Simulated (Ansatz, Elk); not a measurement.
## YFeRu: X-ray structure factors from the self-consistent density

The structure of YFeRu used here is made up (a known structure type with other elements) and was relaxed beforehand with PBE. The aim is the Fourier transform of its all-electron density, F(hkl), set beside the sum over free spherical atoms that refinements use.

Main program and level: Elk 11.2.3 (patched build); DFT, PBE, all-electron APW+lo, Dirac cores, scalar-relativistic bands, static density, ferromagnetic start.

The structure was built from a prototype and need not be the compound's stable phase.

## Step 1: The starting structure

Symmetry: Imma, No. 74, orthorhombic system. Conventional cell: a = 5.158 Å, b = 5.382 Å, c = 7.391 Å, α = 90.00°, β = 90.00°, γ = 90.00°. Nearest to Ru lie 4 Fe at 2.62 Å and 2 Ru at 2.69 Å and 6 Y at 3.05 to 3.08 Å. Nearest to Y lie 6 Ru at 3.05 to 3.08 Å and 6 Fe at 3.06 to 3.12 Å and 4 Y at 3.17 to 3.26 Å. Fe has 2 Fe at 2.58 Å and 4 Ru at 2.62 Å and 6 Y at 3.06 to 3.12 Å nearest. Farther neighbours are not listed.

## Step 2: Ground state and structure factors

An all-electron density is needed, since X-rays see the cores too. Task 0 finds the density and task 195 Fourier-transforms it; tshift is off so that phases refer to the origin typed.

The input, elk.in:

```
tasks
  0
  195
  196

xctype
  20

spinpol
  .true.

rgkmax
  7.0

gmaxvr
  14.0

lmaxo
  7

lmaxapw
  8

swidth
  0.002

tshift
  .false.

ramdisk
  .false.

hmaxvr
  5.5

maxscl
  120

epspot
  1e-06

reducebf
  0.8

sppath
  './'

avec
  -4.87330453316 5.08498764731 6.98351562868
  4.87330453316 -5.08498764731 6.98351562868
  4.87330453316 5.08498764731 -6.98351562868

atoms
  3
  'Ru.in'
  2
  0.5000000000 0.5000000000 0.0000000000   0.000000 0.000000 0.000000
  -0.0000000000 0.5000000000 0.5000000000   0.000000 0.000000 0.000000
  'Y.in'
  2
  0.8750079450 0.1250079450 0.7500000000   0.000000 0.000000 0.000000
  0.1249920550 0.8749920550 0.2500000000   0.000000 0.000000 0.000000
  'Fe.in'
  2
  0.5000000000 0.5000000000 0.5000000000   0.000000 0.000000 -0.115000
  0.5000000000 -0.0000000000 -0.0000000000   0.000000 0.000000 -0.115000

ngridk
  5 5 5
```

Launch:

```bash
> OMP_NUM_THREADS=4 elk
```

Numbers of over 12 decimals in the logs are rounded to 6 here.

Log:

```text
┌─────────────────────────┐
│ Elk code version 11.2.3 │
└─────────────────────────┘

All units are atomic (Hartree, Bohr, etc.)

┌─────────────────────────────────────────────────┐
│ Ground-state run starting from atomic densities │
└─────────────────────────────────────────────────┘

Lattice vectors :
  -4.873304533       5.084987647       6.983515629
   4.873304533      -5.084987647       6.983515629
   4.873304533       5.084987647      -6.983515629

Reciprocal lattice vectors :
  0.2486251685E-16  0.6178171652      0.4498583265
  0.6446534651     -0.1267979288E-16  0.4498583265
  0.6446534651      0.6178171652      0.1428564608E-16

Unit cell volume      :    692.2254373
Brillouin zone volume :   0.3583373278

Muffin-tin inner radius fraction :   0.1000000000E-01

Nuclei treated as point charges

Species : 1 (Ru)
 parameters loaded from : Ru.in
 name : ruthenium
 nuclear charge    :   -44.00000000
 electronic charge :    44.00000000
 atomic mass :    184239.3393
 muffin-tin radius :    2.513261100
 number of radial points in muffin-tin :   1193
 inner part over the whole radius :   0.9928352636E-02
 number on inner part of muffin-tin    :    848
 approximate nuclear radius :   0.8462081736E-04
 number of mesh points to nuclear radius :    423
 atomic positions (lattice), magnetic fields (Cartesian) :
  1 :   0.50000000  0.50000000  0.00000000    0.00000000  0.00000000  0.00000000
  2 :   0.00000000  0.50000000  0.50000000    0.00000000  0.00000000  0.00000000

Species : 2 (Y)
 parameters loaded from : Y.in
 name : yttrium
 nuclear charge    :   -39.00000000
 electronic charge :    39.00000000
 atomic mass :    162065.4503
 muffin-tin radius :    2.600000000
 number of radial points in muffin-tin :   1193
 inner part over the whole radius :   0.9871815862E-02
 number on inner part of muffin-tin    :    847
 approximate nuclear radius :   0.8135895711E-04
 number of mesh points to nuclear radius :    416
 atomic positions (lattice), magnetic fields (Cartesian) :
  1 :  -0.12499205  0.12500795 -0.25000000    0.00000000  0.00000000  0.00000000
  2 :   0.12499205 -0.12500795  0.25000000    0.00000000  0.00000000  0.00000000

Species : 3 (Fe)
 parameters loaded from : Fe.in
 name : iron
 nuclear charge    :   -26.00000000
 electronic charge :    26.00000000
 atomic mass :    101799.2075
 muffin-tin radius :    2.395964822
 number of radial points in muffin-tin :    993
 inner part over the whole radius :   0.9901154195E-02
 number on inner part of muffin-tin    :    700
 approximate nuclear radius :   0.7160107270E-04
 number of mesh points to nuclear radius :    332
 atomic positions (lattice), magnetic fields (Cartesian) :
  1 :   0.50000000  0.50000000  0.50000000    0.00000000  0.00000000 -0.11500000
  2 :   0.50000000  0.00000000  0.00000000    0.00000000  0.00000000 -0.11500000

Total number of atoms per unit cell :    6
Total muffin-tin volume :    395.4666671
 ratio of muffin-tin to unit cell volume :   0.5712975078

Spin treatment :
 spin-polarised
 global magnetic field (Cartesian) :    0.000000000       0.000000000       0.000000000
 collinear magnetisation in z-direction

Number of Bravais lattice symmetries :    8
Number of crystal symmetries         :    8
Crystal has inversion symmetry
Real symmetric eigensolver will be used

k-point grid :      5     5     5
k-point offset :    0.000000000       0.000000000       0.000000000
k-point set is reduced with full crystal symmetry group
Total number of k-points :       27

Muffin-tin radius times maximum |G+k| :    7.000000000
 using average radius
Maximum |G+k| for APW functions       :    2.796559888
Maximum (1/2)|G+k|²                   :    3.910373602
Maximum |G| for potential and density :    14.00000000
Constant for pseudocharge density :    9
 order of it for each species :   16  16  16
 order of it for pair densities of each species (exact exchange by exxq0 0: 17) :   10  10   8
Radial integration step length :    1

G-vector grid sizes :     45    45    45
[...]
total moment                :    3.960590879

RMS change in Kohn-Sham potential (target) :    2.743640832     (  0.1000000000E-05)
Absolute change in total energy (target)   :   0.4964482922     (  0.1000000000E-03)

[... loops 3 to 21 left out ...]

┌──────────────────┐
│ Loop number : 22 │
└──────────────────┘

Energies :
 Fermi                       :     0.329557
 sum of occupied eigenvalues :     -10872.456428587
 electron kinetic            :      18995.656084252
 core electron kinetic       :      18339.643678717
 Coulomb                     :     -36777.338225293
 Coulomb potential           :     -29087.841574566
 nuclear-nuclear             :     -2385.2844917133
 electron-nuclear            :     -39767.329003368
 Hartree                     :      5375.2752697887
 Madelung                    :     -22233.417438010
 xc potential                :     -780.05077893263
 xc effective B-field        :    -0.220138
 external B-field            :      0.000000
 exchange                    :     -588.05652584481
 correlation                 :     -11.030848666578
 electron entropic           :    -0.20039574292999E-02
 total energy                :     -18380.771519510
 (external B-field energy excluded from total)

Density of states at Fermi energy :    150.9017072
 (states/Hartree/unit cell)

Estimated indirect band gap :   0.1626188457E-03
 from k-point 15 to k-point 15
Estimated direct band gap   :   0.1626188457E-03
 at k-point 15

Charges :
 core                        :    132.0000000
 valence                     :    86.00000000
 interstitial                :    8.512913537
 muffin-tins (core leakage)
  species : 1 (Ru)
[...]
species : 2 (Y)
[...]
species : 3 (Fe)
[...]
total in muffin-tins        :    209.4870865
 total calculated charge     :    217.9998580
 total charge                :    218.0000000
 error                       :   0.1420478201E-03

Moments :
 interstitial                :  -0.3664016259
 muffin-tins
  species : 1 (Ru)
[...]
species : 2 (Y)
[...]
species : 3 (Fe)
[...]
total in muffin-tins        :    4.855711047
 total moment                :    4.489309422

RMS change in Kohn-Sham potential (target) :   0.6317322471E-06 (  0.1000000000E-05)
Absolute change in total energy (target)   :   0.7089393330E-04 (  0.1000000000E-03)

Convergence targets achieved

┌──────────────────┐
│ Loop number : 23 │
└──────────────────┘

Energies :
 Fermi                       :     0.329557
 sum of occupied eigenvalues :     -10872.456424950
 electron kinetic            :      18995.656079048
 core electron kinetic       :      18339.643682123
 Coulomb                     :     -36777.338214554
 Coulomb potential           :     -29087.841612163
 nuclear-nuclear             :     -2385.2844917133
 electron-nuclear            :     -39767.328943527
 Hartree                     :      5375.2752206862
 Madelung                    :     -22233.417408473
 xc potential                :     -780.05073554884
 xc effective B-field        :    -0.220135
 external B-field            :      0.000000
 exchange                    :     -588.05652417859
 correlation                 :     -11.030848819305
 electron entropic           :    -0.20039982245899E-02
 total energy                :     -18380.771512502
 (external B-field energy excluded from total)

Density of states at Fermi energy :    150.9057132
 (states/Hartree/unit cell)

Estimated indirect band gap :   0.1623296407E-03
 from k-point 15 to k-point 15
Estimated direct band gap   :   0.1623296407E-03
 at k-point 15

Charges :
 core                        :    132.0000000
 valence                     :    86.00000000
 interstitial                :    8.512913871
 muffin-tins (core leakage)
  species : 1 (Ru)
[...]
species : 2 (Y)
[...]
atom 2                    :    36.95198284     (  0.8803919055E-05)
  species : 3 (Fe)
   atom 1                    :    25.04465069     ( -0.2257143787E-06)
   atom 2                    :    25.04465069     ( -0.2257143787E-06)
 total in muffin-tins        :    209.4870861
 total calculated charge     :    217.9998580
 total charge                :    218.0000000
 error                       :   0.1420464847E-03

Moments :
 interstitial                :  -0.3664007545
 muffin-tins
  species : 1 (Ru)
[...]
species : 2 (Y)
[...]
atom 2                    :  -0.1604825390
  species : 3 (Fe)
   atom 1                    :    2.296522514
   atom 2                    :    2.296522514
 total in muffin-tins        :    4.855701628
 total moment                :    4.489300874

┌──────────────────────────────┐
│ Self-consistent loop stopped │
└──────────────────────────────┘

Wrote STATE.OUT
```

Elapsed: 8.6 min, on 4 threads of Arm Neoverse V1, shared host; peak memory 0.62 GiB; 32 min of CPU time.

SFACRHO.OUT:

```text

h k l indices transformed by vhmat matrix:
   1.000000000       0.000000000       0.000000000    
   0.000000000       1.000000000       0.000000000    
   0.000000000       0.000000000       1.000000000    

      h      k      l  multipl.   |H|            Re(F)            Im(F)           |F|

      0      0      0      1   0.0000000       218.00000      0.30995138E-16   218.00000    
     -1      0      0      2  0.76424509       2.4513986      0.42959638E-13   2.4513986    
      0     -1      1      2  0.76424509      -2.4513986      0.27726135E-13   2.4513986    
      1      0     -1      4  0.78609834      -30.756920     -0.32860751E-13   30.756920    
      0      0     -1      4  0.89290321     -0.24016394E-13 -0.12281207E-13  0.26974344E-13
      1      1     -1      2  0.89971665       32.439555      0.10363588E-13   32.439555    
     -1      1     -1      2   1.2356343      -32.064117     -0.14220199E-13   32.064117    
      2      0     -1      4   1.2675828       61.909223     -0.25340409E-13   61.909223    
      0      2     -1      4   1.2675828      -61.909223     -0.15432039E-13   61.909223    
     -1      1      1      2   1.2893069       91.570135      0.38990902E-13   91.570135    
      0     -1      2      4   1.4644940      -109.48558      0.15128088E-13   109.48558    
      1      0      1      4   1.4644940      -109.48558     -0.45898680E-14   109.48558    
     -2     -1      1      2   1.4842677       80.230654     -0.22126727E-13   80.230654    
     -1     -2      2      2   1.4842677      -80.230654     -0.95566491E-14   80.230654    
     -1     -2      1      4   1.4956372      -108.61912     -0.13320686E-14   108.61912    
     -2      1      1      4   1.4987938       79.870490      0.22262197E-13   79.870490    
     -1      2      0      4   1.4987938      -79.870490     -0.37071689E-13   79.870490    
      2      0      0      2   1.5284902       104.09225      0.53164936E-13   104.09225
```

Elk indexes on the primitive cell of elk.in and gives |H| = 4π sin θ/λ in inverse bohr. Below, one row stands for each form hkl of the conventional cell (m members, Friedel mates merged), F is for one primitive cell and the density is static (no thermal factor). Free-atom factors are Waasmaier and Kirfel's, and R is Σm||F|−|F'||/Σm|F|.

| hkl | m | sin θ/λ (Å⁻¹) | abs F, DFT | neutral atoms | diff. |
| --- | --- | --- | --- | --- | --- |
| 011 | 4 | 0.115 | 2.451 | 2.676 | -0.224 |
| 101 | 4 | 0.118 | 30.757 | 30.862 | -0.105 |
| 110 | 4 | 0.134 | 0.000 | 0.000 | +0.000 |
| 002 | 2 | 0.135 | 32.440 | 32.875 | -0.436 |
| 020 | 2 | 0.186 | 32.064 | 31.828 | +0.236 |
| 112 | 8 | 0.191 | 61.909 | 62.108 | -0.199 |
| 200 | 2 | 0.194 | 91.570 | 92.165 | -0.595 |
| 121 | 8 | 0.220 | 109.486 | 110.009 | -0.523 |
| 013 | 4 | 0.223 | 80.231 | 80.427 | -0.196 |
| 103 | 4 | 0.225 | 108.619 | 109.219 | -0.600 |
| 211 | 8 | 0.225 | 79.871 | 80.155 | -0.284 |
| 022 | 4 | 0.230 | 104.092 | 104.930 | -0.838 |
| 202 | 4 | 0.236 | 102.778 | 103.766 | -0.988 |
| 220 | 4 | 0.269 | 42.050 | 42.824 | -0.774 |
| 004 | 2 | 0.271 | 41.878 | 42.651 | -0.773 |
| 031 | 4 | 0.287 | 4.095 | 3.870 | +0.226 |
| 123 | 8 | 0.292 | 22.323 | 22.602 | -0.279 |
| 130 | 4 | 0.295 | 0.000 | 0.000 | +0.000 |

## Step 3: The magnetisation density

The same run holds the spin density, and task 196 transforms it. The order is that of the start, and no other was tried.

SFACMAG_1.OUT:

```text

h k l indices transformed by vhmat matrix:
   1.000000000       0.000000000       0.000000000    
   0.000000000       1.000000000       0.000000000    
   0.000000000       0.000000000       1.000000000    

      h      k      l  multipl.   |H|            Re(F)            Im(F)           |F|

      0      0      0      1   0.0000000       4.4893011      0.84844179E-18   4.4893011    
     -1      0      0      2  0.76424509      -4.2648914      0.13561929E-14   4.2648914    
      0     -1      1      2  0.76424509       4.2648914      0.13169095E-14   4.2648914    
      1      0     -1      4  0.78609834     -0.72817105      0.42031163E-15  0.72817105    
      0      0     -1      4  0.89290321     -0.30020493E-15 -0.30094497E-15  0.42507749E-15
      1      1     -1      2  0.89971665      -3.4808683     -0.11012370E-14   3.4808683    
     -1      1     -1      2   1.2356343      -3.0617743      0.25537627E-14   3.0617743    
      2      0     -1      4   1.2675828     -0.46118162E-01 -0.83492341E-16  0.46118162E-01
      0      2     -1      4   1.2675828      0.46118162E-01  0.80862181E-16  0.46118162E-01
     -1      1      1      2   1.2893069      -3.2134832     -0.56903321E-16   3.2134832    
      0     -1      2      4   1.4644940     -0.34940085      0.26189640E-15  0.34940085    
      1      0      1      4   1.4644940     -0.34940085     -0.18650530E-15  0.34940085    
     -2     -1      1      2   1.4842677       3.0294426     -0.19424393E-14   3.0294426    
     -1     -2      2      2   1.4842677      -3.0294426     -0.41752880E-15   3.0294426    
     -1     -2      1      4   1.4956372     -0.27227872      0.78034045E-15  0.27227872    
     -2      1      1      4   1.4987938       3.0135074     -0.18465610E-14   3.0135074
```

The total moment is 4.49 μB a cell; sphere moments: Ru1 +0.29, Ru2 +0.29, Y3 -0.16, Y4 -0.16, Fe5 +2.30, Fe6 +2.30 μB. Polarised neutrons measure spin and orbital magnetisation together; without spin-orbit coupling the run gives the spin part:

| hkl | sin θ/λ (Å⁻¹) | abs F_M (μB) |
| --- | --- | --- |
| 011 | 0.115 | 4.265 |
| 101 | 0.118 | 0.728 |
| 110 | 0.134 | 0.000 |
| 002 | 0.135 | 3.481 |
| 020 | 0.186 | 3.062 |
| 112 | 0.191 | 0.046 |
| 200 | 0.194 | 3.213 |
| 121 | 0.220 | 0.349 |
| 013 | 0.223 | 3.029 |
| 103 | 0.225 | 0.272 |
| 211 | 0.225 | 3.014 |
| 022 | 0.230 | 3.220 |
| 202 | 0.236 | 3.084 |
| 220 | 0.269 | 2.733 |

(Part 1 of 2 ends here.)

[Logs are printed without paths, hosts, clocks, repeated set-up lines and the standing remarks that a program may print on its own settings, such as how far it seeks lower states.]

[Hosts, paths, dates, database ids (printed as entryN), source tags and the programs' standing remarks are cut or masked in the printed files.]
